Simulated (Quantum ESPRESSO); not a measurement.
# Magnetic state of Fe3Ge from several starts

Aim: find out which collinear order of Fe3Ge costs least.

Main program and level: Quantum ESPRESSO 7.5; PBEsol; plane waves with GBRV 1.5 PBEsol potentials, no spin-orbit coupling.

## Step 1: The structure

Symmetry: Pm-3m, No. 221, cubic system. Conventional cell: a = 3.661 Å, b = 3.661 Å, c = 3.661 Å, α = 90.00°, β = 90.00°, γ = 90.00°. Fe has 4 Ge at 2.59 Å and 8 Fe at 2.59 Å nearest. Nearest to Ge lie 12 Fe at 2.59 Å. Farther neighbours are not listed.

The cell comes from Materials Project 2023-11-01, a database of computed structures, and need not be the stable phase.

## Step 2: Run 1 (ferro +++)

The signs are those of the starting moments on the seeded atoms, the atoms that are given a moment.

Input file pw.in:

```
&CONTROL
  calculation = 'scf'
  prefix = 'pwscf'
  outdir = './tmp'
  pseudo_dir = './pseudo'
  disk_io = 'nowf'
/
&SYSTEM
  ibrav = 0
  celldm(1) = 8
  nat = 4
  ntyp = 2
  ecutwfc = 40
  ecutrho = 280
  nbnd = 45
  occupations = 'smearing'
  smearing = 'fd'
  degauss = 0.00734986
  nspin = 2
  starting_magnetization(1) = 0.175
  starting_magnetization(2) = 0
/
&ELECTRONS
  conv_thr = 8d-09
  electron_maxstep = 150
  mixing_beta = 0.3
/
ATOMIC_SPECIES
Fe     55.8450 fe_pbesol_v1.5.uspp.F.UPF
Ge     72.6300 ge_pbesol_v1.4.uspp.F.UPF
CELL_PARAMETERS alat
   0.8646679327313    0.0000000000000    0.0000000000000
   0.0000000000000    0.8646679327313    0.0000000000000
   0.0000000000000    0.0000000000000    0.8646679327313
ATOMIC_POSITIONS crystal
Fe      0.0000000000    0.5000000000    0.5000000000
Fe      0.5000000000    0.5000000000    0.0000000000
Fe      0.5000000000    0.0000000000    0.5000000000
Ge      0.0000000000    0.0000000000    0.0000000000
K_POINTS automatic
8 8 8 0 0 0
```

The run is started by

```console
> OMP_NUM_THREADS=1 mpirun -n 4 pw.x -nk 4 -in pw.in > pw.out
```

The log of the run:

```text
Program PWSCF v.7.5 starts

     Message from routine setup:
     using ibrav=0 with symmetry is DISCOURAGED, use correct ibrav instead

     K-points division:     npool     =       4
     Subspace diagonalization in iterative solution of the eigenvalue problem:

     G-vector sticks info
     --------------------
     sticks:   dense  smooth     PW     G-vecs:    dense   smooth      PW
     Sum        1069     601    193                26145    11123    2007

     Using Slab Decomposition

     bravais-lattice index     =            0
     lattice parameter (alat)  =       8.0000  a.u.
     unit-cell volume          =     330.9924 (a.u.)^3
     number of atoms/cell      =            4
     number of atomic types    =            2
     number of electrons       =        62.00
     number of Kohn-Sham states=           45
     kinetic-energy cutoff     =      40.0000  Ry
     charge density cutoff     =     280.0000  Ry
     scf convergence threshold =      8.0E-09
     mixing beta               =       0.3000
     number of iterations used =            8  plain     mixing
     Exchange-correlation= SLA  PW   PSX  PSC
                           (   1   4  10   8   0   0   0)

     celldm(1)=   8.000000  celldm(2)=   0.000000  celldm(3)=   0.000000
     celldm(4)=   0.000000  celldm(5)=   0.000000  celldm(6)=   0.000000

     crystal axes: (cart. coord. in units of alat)
               a(1) = (   0.864668   0.000000   0.000000 )
               a(2) = (   0.000000   0.864668   0.000000 )
               a(3) = (   0.000000   0.000000   0.864668 )

     reciprocal axes: (cart. coord. in units 2 pi/alat)
               b(1) = (  1.156513  0.000000  0.000000 )
               b(2) = (  0.000000  1.156513  0.000000 )
               b(3) = (  0.000000  0.000000  1.156513 )

     PseudoPot. # 1 for Fe read from file:
     fe_pbesol_v1.5.uspp.F.UPF
     Pseudo is Ultrasoft + core correction, Zval = 16.0
     Generated by new atomic code, or converted to UPF format
     Using radial grid of  861 points,  6 beta functions with:
                l(1) =   0
                l(2) =   0
                l(3) =   1
                l(4) =   1
                l(5) =   2
                l(6) =   2
     Q(r) pseudized with  8 coefficients,  rinner =    1.000   1.000   1.000
                                                       1.000   1.000

     PseudoPot. # 2 for Ge read from file:
     ge_pbesol_v1.4.uspp.F.UPF
     Pseudo is Ultrasoft + core correction, Zval = 14.0
     Generated by new atomic code, or converted to UPF format
     Using radial grid of  873 points,  6 beta functions with:
                l(1) =   0
                l(2) =   0
                l(3) =   1
                l(4) =   1
                l(5) =   2
                l(6) =   2
     Q(r) pseudized with  8 coefficients,  rinner =    1.400   1.400   1.400
                                                       1.400   1.400

     atomic species   valence    mass     pseudopotential
     Fe               16.00    55.84500     Fe( 1.00)
     Ge               14.00    72.63000     Ge( 1.00)

     Starting magnetic structure
     atomic species   magnetization
     Fe              0.175
     Ge              0.000

     48 Sym. Ops., with inversion, found

   Cartesian axes

     site n.     atom                  positions (alat units)
         1        Fe     tau(   1) = (   0.0000000   0.4323340   0.4323340  )
         2        Fe     tau(   2) = (   0.4323340   0.4323340   0.0000000  )
         3        Fe     tau(   3) = (   0.4323340   0.0000000   0.4323340  )
         4        Ge     tau(   4) = (   0.0000000   0.0000000   0.0000000  )

     number of k points=    35  Fermi-Dirac smearing, width (Ry)=  0.0073
                       cart. coord. in units 2pi/alat
        k(    1) = (   0.0000000   0.0000000   0.0000000), wk =   0.0019531
        k(    2) = (   0.0000000   0.0000000   0.1445642), wk =   0.0117188
        k(    3) = (   0.0000000   0.0000000   0.2891283), wk =   0.0117188
        k(    4) = (   0.0000000   0.0000000   0.4336925), wk =   0.0117188
        k(    5) = (   0.0000000   0.0000000  -0.5782567), wk =   0.0058594
        [... 30 further k-points ...]

     Dense  grid:    26145 G-vectors     FFT dimensions: (  40,  40,  40)

     Smooth grid:    11123 G-vectors     FFT dimensions: (  27,  27,  27)

     Check: negative core charge=   -0.000047
     Generating pointlists ...
     new r_m :   0.2522 (alat units)  2.0177 (a.u.) for type    1
     new r_m :   0.2522 (alat units)  2.0177 (a.u.) for type    2

     Initial potential from superposition of free atoms

     starting charge      58.9992, renormalised to      62.0000
     Starting wfcs are   48 randomized atomic wfcs

     Self-consistent Calculation

     iteration #  1     ecut=    40.00 Ry     beta= 0.30
     Davidson diagonalization with overlap
     ethr =  1.00E-02,  avg # of iterations =  3.3

     total energy              =    -963.34669492 Ry
     estimated scf accuracy    <       3.61078110 Ry

     total magnetization       =     6.29 Bohr mag/cell
     absolute magnetization    =     6.55 Bohr mag/cell

     iteration #  2     ecut=    40.00 Ry     beta= 0.30
     Davidson diagonalization with overlap
     ethr =  5.82E-03,  avg # of iterations =  2.0

     total energy              =    -963.74512670 Ry
     estimated scf accuracy    <       0.43560670 Ry

     total magnetization       =     6.53 Bohr mag/cell
     absolute magnetization    =     6.89 Bohr mag/cell

     iteration #  3     ecut=    40.00 Ry     beta= 0.30
     Davidson diagonalization with overlap
     ethr =  7.03E-04,  avg # of iterations =  2.3

     total energy              =    -963.79840254 Ry
     estimated scf accuracy    <       0.07714668 Ry

     total magnetization       =     6.69 Bohr mag/cell
     absolute magnetization    =     7.05 Bohr mag/cell

     [... further iterations left out ...]

     iteration #  8     ecut=    40.00 Ry     beta= 0.30
     Davidson diagonalization with overlap
     ethr =  1.26E-08,  avg # of iterations =  2.0

     total energy              =    -963.81501915 Ry
     estimated scf accuracy    <       0.00000563 Ry

     total magnetization       =     6.62 Bohr mag/cell
     absolute magnetization    =     7.12 Bohr mag/cell

     iteration #  9     ecut=    40.00 Ry     beta= 0.30
     Davidson diagonalization with overlap
     ethr =  9.07E-09,  avg # of iterations =  2.0

     total energy              =    -963.81502078 Ry
     estimated scf accuracy    <       0.00000035 Ry

     total magnetization       =     6.62 Bohr mag/cell
     absolute magnetization    =     7.12 Bohr mag/cell

     iteration # 10     ecut=    40.00 Ry     beta= 0.30
     Davidson diagonalization with overlap
     ethr =  5.65E-10,  avg # of iterations =  2.0

     total energy              =    -963.81502104 Ry
     estimated scf accuracy    <       0.00000014 Ry

     total magnetization       =     6.62 Bohr mag/cell
     absolute magnetization    =     7.12 Bohr mag/cell

     iteration # 11     ecut=    40.00 Ry     beta= 0.30
     Davidson diagonalization with overlap
     ethr =  2.30E-10,  avg # of iterations =  1.5

     Magnetic moment per site  (integrated on atomic sphere of radius R)
     atom   1 (R=0.252)  charge= 14.6748  magn=  2.2735
     atom   2 (R=0.252)  charge= 14.6748  magn=  2.2735
     atom   3 (R=0.252)  charge= 14.6748  magn=  2.2735
     atom   4 (R=0.252)  charge= 12.2088  magn= -0.1171

     End of self-consistent calculation

     [... lines left out ...]
     the Fermi energy is    17.3970 ev

!    total energy              =    -963.81502123 Ry
     estimated scf accuracy    <          5.2E-09 Ry
     smearing contrib. (-TS)   =      -0.00787407 Ry
     internal energy E=F+TS    =    -963.80714716 Ry

     The total energy is F=E-TS. E is the sum of the following terms:
     one-electron contribution =    -450.47591557 Ry
     hartree contribution      =     269.18900973 Ry
     xc contribution           =    -144.58505631 Ry
     ewald contribution        =    -637.93518501 Ry

     total magnetization       =     6.62 Bohr mag/cell
     absolute magnetization    =     7.12 Bohr mag/cell

     convergence has been achieved in  11 iterations

=------------------------------------------------------------------------------=
   JOB DONE.
=------------------------------------------------------------------------------=
```

It took 19 s on 4 MPI ranks of Arm Neoverse V2, shared host; peak memory 0.39 GiB; 74 s of CPU time.

Spin moment in the atom's sphere by atom:

| atom | spin moment in the atom's sphere (μB) |
| --- | --- |
| Fe1 | 2.27 |
| Fe2 | 2.27 |
| Fe3 | 2.27 |
| Ge4 | -0.12 |

Read from the output:

| Quantity | Value |
| --- | --- |
| smearing term TS | 0.1071 eV |
| magnetization | 6.62 μB |
| absolute magnetization | 7.124 μB |
| final state | ferromagnetic |

## Step 3: Run 2, typed as ferri ++−

Input file pw.in:

```
&CONTROL
  calculation = 'scf'
  prefix = 'pwscf'
  outdir = './tmp'
  pseudo_dir = './pseudo'
  disk_io = 'nowf'
/
&SYSTEM
  ibrav = 0
  celldm(1) = 8
  nat = 4
  ntyp = 3
  ecutwfc = 40
  ecutrho = 280
  nbnd = 42
  occupations = 'smearing'
  smearing = 'fd'
  degauss = 0.00734986
  nspin = 2
  starting_magnetization(1) = 0.175
  starting_magnetization(2) = -0.175
  starting_magnetization(3) = 0
/
&ELECTRONS
  conv_thr = 8d-09
  electron_maxstep = 150
  mixing_beta = 0.3
/
ATOMIC_SPECIES
Fe1    55.8450 fe_pbesol_v1.5.uspp.F.UPF
Fe2    55.8450 fe_pbesol_v1.5.uspp.F.UPF
Ge     72.6300 ge_pbesol_v1.4.uspp.F.UPF
CELL_PARAMETERS alat
   0.8646679327313    0.0000000000000    0.0000000000000
   0.0000000000000    0.8646679327313    0.0000000000000
   0.0000000000000    0.0000000000000    0.8646679327313
ATOMIC_POSITIONS crystal
Fe1     0.0000000000    0.5000000000    0.5000000000
Fe1     0.5000000000    0.5000000000    0.0000000000
Fe2     0.5000000000    0.0000000000    0.5000000000
Ge      0.0000000000    0.0000000000    0.0000000000
K_POINTS automatic
8 8 8 0 0 0
```

The log of the run:

```text
[banner, memory and clock lines left out]
Program PWSCF v.7.5 starts

     Message from routine setup:
     using ibrav=0 with symmetry is DISCOURAGED, use correct ibrav instead

     bravais-lattice index     =            0
     lattice parameter (alat)  =       8.0000  a.u.
     unit-cell volume          =     330.9924 (a.u.)^3
     number of atoms/cell      =            4
     number of atomic types    =            3
     number of electrons       =        62.00
     number of Kohn-Sham states=           42
     kinetic-energy cutoff     =      40.0000  Ry
     charge density cutoff     =     280.0000  Ry
     scf convergence threshold =      8.0E-09
     mixing beta               =       0.3000
     number of iterations used =            8  plain     mixing
     Exchange-correlation= SLA  PW   PSX  PSC
                           (   1   4  10   8   0   0   0)

     celldm(1)=   8.000000  celldm(2)=   0.000000  celldm(3)=   0.000000
     celldm(4)=   0.000000  celldm(5)=   0.000000  celldm(6)=   0.000000

     crystal axes: (cart. coord. in units of alat)
               a(1) = (   0.864668   0.000000   0.000000 )
               a(2) = (   0.000000   0.864668   0.000000 )
               a(3) = (   0.000000   0.000000   0.864668 )

     reciprocal axes: (cart. coord. in units 2 pi/alat)
               b(1) = (  1.156513  0.000000  0.000000 )
               b(2) = (  0.000000  1.156513  0.000000 )
               b(3) = (  0.000000  0.000000  1.156513 )

     PseudoPot. # 1 for Fe read from file:
     fe_pbesol_v1.5.uspp.F.UPF
     Pseudo is Ultrasoft + core correction, Zval = 16.0

     PseudoPot. # 2 for Fe read from file:
     fe_pbesol_v1.5.uspp.F.UPF
     Pseudo is Ultrasoft + core correction, Zval = 16.0

     PseudoPot. # 3 for Ge read from file:
     ge_pbesol_v1.4.uspp.F.UPF
     Pseudo is Ultrasoft + core correction, Zval = 14.0

     atomic species   valence    mass     pseudopotential
     Fe1              16.00    55.84500     Fe( 1.00)
     Fe2              16.00    55.84500     Fe( 1.00)
     Ge               14.00    72.63000     Ge( 1.00)

     Starting magnetic structure
     atomic species   magnetization
     Fe1             0.175
     Fe2            -0.175
     Ge              0.000

     16 Sym. Ops., with inversion, found

   Cartesian axes

     site n.     atom                  positions (alat units)
         1        Fe1    tau(   1) = (   0.0000000   0.4323340   0.4323340  )
         2        Fe1    tau(   2) = (   0.4323340   0.4323340   0.0000000  )
         3        Fe2    tau(   3) = (   0.4323340   0.0000000   0.4323340  )
         4        Ge     tau(   4) = (   0.0000000   0.0000000   0.0000000  )

     number of k points=    75  Fermi-Dirac smearing, width (Ry)=  0.0073
                       cart. coord. in units 2pi/alat
        k(    1) = (   0.0000000   0.0000000   0.0000000), wk =   0.0019531
        k(    2) = (   0.0000000   0.0000000   0.1445642), wk =   0.0078125
        k(    3) = (   0.0000000   0.0000000   0.2891283), wk =   0.0078125
        k(    4) = (   0.0000000   0.0000000   0.4336925), wk =   0.0078125
        k(    5) = (   0.0000000   0.0000000  -0.5782567), wk =   0.0039062
        [... 70 further k-points ...]

     Dense  grid:    26145 G-vectors     FFT dimensions: (  40,  40,  40)

     Smooth grid:    11123 G-vectors     FFT dimensions: (  27,  27,  27)

     Check: negative core charge=   -0.000047
     Generating pointlists ...
     new r_m :   0.2522 (alat units)  2.0177 (a.u.) for type    1
     new r_m :   0.2522 (alat units)  2.0177 (a.u.) for type    2
     new r_m :   0.2522 (alat units)  2.0177 (a.u.) for type    3

     Initial potential from superposition of free atoms

     starting charge      58.9992, renormalised to      62.0000
     Starting wfcs are   48 randomized atomic wfcs

     Self-consistent Calculation

     iteration #  1     ecut=    40.00 Ry     beta= 0.30
     Davidson diagonalization with overlap
     ethr =  1.00E-02,  avg # of iterations =  2.4

     total energy              =    -963.31321124 Ry
     estimated scf accuracy    <       3.61202420 Ry

     total magnetization       =     2.21 Bohr mag/cell
     absolute magnetization    =     6.34 Bohr mag/cell

     iteration #  2     ecut=    40.00 Ry     beta= 0.30
     Davidson diagonalization with overlap
     ethr =  5.83E-03,  avg # of iterations =  2.0

     total energy              =    -963.68404053 Ry
     estimated scf accuracy    <       0.48810724 Ry

     total magnetization       =     2.13 Bohr mag/cell
     absolute magnetization    =     6.70 Bohr mag/cell

     [... further iterations left out ...]

     iteration # 18     ecut=    40.00 Ry     beta= 0.30
     Davidson diagonalization with overlap
     ethr =  6.93E-11,  avg # of iterations =  2.0

     total energy              =    -963.77148158 Ry
     estimated scf accuracy    <          8.1E-09 Ry

     total magnetization       =     2.50 Bohr mag/cell
     absolute magnetization    =     6.61 Bohr mag/cell

     iteration # 19     ecut=    40.00 Ry     beta= 0.30
     Davidson diagonalization with overlap
     ethr =  1.31E-11,  avg # of iterations =  2.0

     Magnetic moment per site  (integrated on atomic sphere of radius R)
     atom   1 (R=0.252)  charge= 14.6646  magn=  2.2251
     atom   2 (R=0.252)  charge= 14.6646  magn=  2.2251
     atom   3 (R=0.252)  charge= 14.6826  magn= -1.9064
     atom   4 (R=0.252)  charge= 12.2137  magn= -0.0258

     End of self-consistent calculation

     Number of k-points >= 100: set verbosity='high' to print the bands.

     the Fermi energy is    17.2640 ev

!    total energy              =    -963.77148159 Ry
     estimated scf accuracy    <          2.8E-09 Ry
     smearing contrib. (-TS)   =      -0.01366076 Ry
     internal energy E=F+TS    =    -963.75782083 Ry

     The total energy is F=E-TS. E is the sum of the following terms:
     one-electron contribution =    -450.29598657 Ry
     hartree contribution      =     268.97897530 Ry
     xc contribution           =    -144.50562455 Ry
     ewald contribution        =    -637.93518501 Ry

     total magnetization       =     2.50 Bohr mag/cell
     absolute magnetization    =     6.61 Bohr mag/cell

     convergence has been achieved in  19 iterations
```

Elapsed: 54 s, on 4 MPI ranks; peak memory 0.47 GiB.

Spin moment in the atom's sphere by atom:

```csv
atom,spin moment in the atom's sphere (μB)
Fe1,2.23
Fe2,2.23
Fe3,-1.91
Ge4,-0.03
```

This step gave:

| Quantity | Value |
| --- | --- |
| smearing term TS | 0.1859 eV |
| magnetization | 2.502 μB |
| absolute magnetization | 6.608 μB |
| final state | ferrimagnetic |

## Step 4: Start 3: no spin polarisation

Input file pw.in:

```
&CONTROL
  calculation = 'scf'
  prefix = 'pwscf'
  outdir = './tmp'
  pseudo_dir = './pseudo'
  disk_io = 'nowf'
/
&SYSTEM
  ibrav = 0
  celldm(1) = 8
  nat = 4
  ntyp = 2
  ecutwfc = 40
  ecutrho = 280
  nbnd = 41
  occupations = 'smearing'
  smearing = 'fd'
  degauss = 0.00734986
/
&ELECTRONS
  conv_thr = 8d-09
  electron_maxstep = 150
  mixing_beta = 0.3
/
ATOMIC_SPECIES
Fe     55.8450 fe_pbesol_v1.5.uspp.F.UPF
Ge     72.6300 ge_pbesol_v1.4.uspp.F.UPF
CELL_PARAMETERS alat
   0.8646679327313    0.0000000000000    0.0000000000000
   0.0000000000000    0.8646679327313    0.0000000000000
   0.0000000000000    0.0000000000000    0.8646679327313
ATOMIC_POSITIONS crystal
Fe      0.0000000000    0.5000000000    0.5000000000
Fe      0.5000000000    0.5000000000    0.0000000000
Fe      0.5000000000    0.0000000000    0.5000000000
Ge      0.0000000000    0.0000000000    0.0000000000
K_POINTS automatic
8 8 8 0 0 0
```

The log of the run:

```text
     [... lines left out ...]
Program PWSCF v.7.5 starts
     [... lines left out ...]
     number of atoms/cell      =            4
     [... lines left out ...]
     number of electrons       =        62.00
     number of Kohn-Sham states=           41
     kinetic-energy cutoff     =      40.0000  Ry
     charge density cutoff     =     280.0000  Ry
     scf convergence threshold =      8.0E-09
     [... lines left out ...]
     48 Sym. Ops., with inversion, found
     [... lines left out ...]
     number of k points=    35  Fermi-Dirac smearing, width (Ry)=  0.0073
     [... lines left out ...]
     iteration # 11     ecut=    40.00 Ry     beta= 0.30
     [... lines left out ...]
     the Fermi energy is    16.8146 ev
!    total energy              =    -963.72075356 Ry
     estimated scf accuracy    <          6.6E-09 Ry
     smearing contrib. (-TS)   =      -0.02757465 Ry
     [... lines left out ...]
     convergence has been achieved in  11 iterations
```

Run time: 9 s. Hardware: 4 MPI ranks; peak memory 0.34 GiB.

Read from the output:

```
smearing term TS : 0.3752 eV
final state      : non-magnetic (no spin polarisation)
```

## Step 5: The states side by side

An order is kept where moments of 0.15 μB or more survive with the typed signs; meshes match where a doubled cell samples the same k points as the first cell.

Ferrimagnetic means that a moment over 0.15 μB on a transition or rare-earth metal, induced ones included, opposes the net moment. Orders:

| start | final state | typed order kept | energy over the lowest (meV a seeded atom) | largest site moment (μB) | net moment (μB a cell of the first run) | mesh matched | CPU time (s) |
| --- | --- | --- | --- | --- | --- | --- | --- |
| ferro +++ | ferromagnetic | yes | 0 | 2.273 | 6.62 | yes | 73.83 |
| ferri ++- | ferrimagnetic | yes | 197.5 | 2.225 | 2.502 | yes | 213.7 |
| no spin polarisation | non-magnetic | - | 427.5 | 0 | 0 | yes | 35.44 |

## Step 6: Outcome

```yaml
lowest_state_found: ferromagnetic (from ferro +++)
largest_site_moment: 2.27 μB
next_state_with_moments: ferrimagnetic, 197 meV a seeded atom higher
state_without_moments: 428 meV a seeded atom higher
```

What this shows: Only these 3 starts were compared; other wavevectors, canted and longer-period orders were not. Energies are free energies at an electronic temperature of 1160 K, which lowers moments and differences where the moments are itinerant.

[Logs and program files are shortened in this print: banners, set-up blocks, solver, clock and traceback lines can be left out without a mark of their own.]

[Logs are printed without paths, hosts, clocks, repeated set-up lines and the standing remarks that a program may print on its own settings, such as how far it seeks lower states.]

[Hosts, paths, dates, database ids (printed as entryN), source tags and the programs' standing remarks are cut or masked in the printed files.]

[Where a cell is said to come from a database of computed structures, the database is the Materials Project.]
